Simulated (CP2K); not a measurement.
Consider chloroethane at its PBE geometry (Å).

```xyz
8

C     0.7844    0.1693    0.0558
C    -0.6505   -0.2968   -0.1029
Cl   -1.8254    0.9978    0.3736
H     1.0019    0.4382    1.0971
H     1.4690   -0.6400   -0.2415
H     0.9900    1.0421   -0.5767
H    -0.8785   -1.1580    0.5355
H    -0.8907   -0.5527   -1.1411
```

Method: CP2K XAS_TDP, all-electron GAPW, PBEh(45%), aug-pc-1, TDA, ZORA, spin–orbit coupling.

Q: Predict the bright core excitations at the Cl L₂,₃ edge.

Leading lines: Cl3 198.79 eV. The leading line of an atom is its first one with 35 % of the strongest within 2.5 eV of its lowest line over the strength cut. 

The first six lines of each atom with a strength over 0.0003:

```csv
atom,energy (eV),states,"strength, one atom"
Cl3 (bonded to C),198.79,2,0.0062
,200.30,2,0.0040
,200.96,2,0.0010
,201.07,3,0.0006
,201.10,1,0.0012
,202.09,1,0.0004
```

Lines are vertical, at one geometry, with no vibrational structure. Without a correction of the core level, line positions, and the gaps between valence and Rydberg lines, follow the share of exact exchange. Rydberg lines, and the discretised continuum above threshold, depend on the basis and the box.

[Banner, clock and machine lines of the logs are left out without a mark of their own.]

[Logs are printed without paths, hosts, clocks, repeated set-up lines and the standing remarks that a program may print on its own settings, such as how far it seeks lower states.]

[Hosts, paths, dates, database ids (printed as entryN), source tags and the programs' standing remarks are cut or masked in the printed files.]
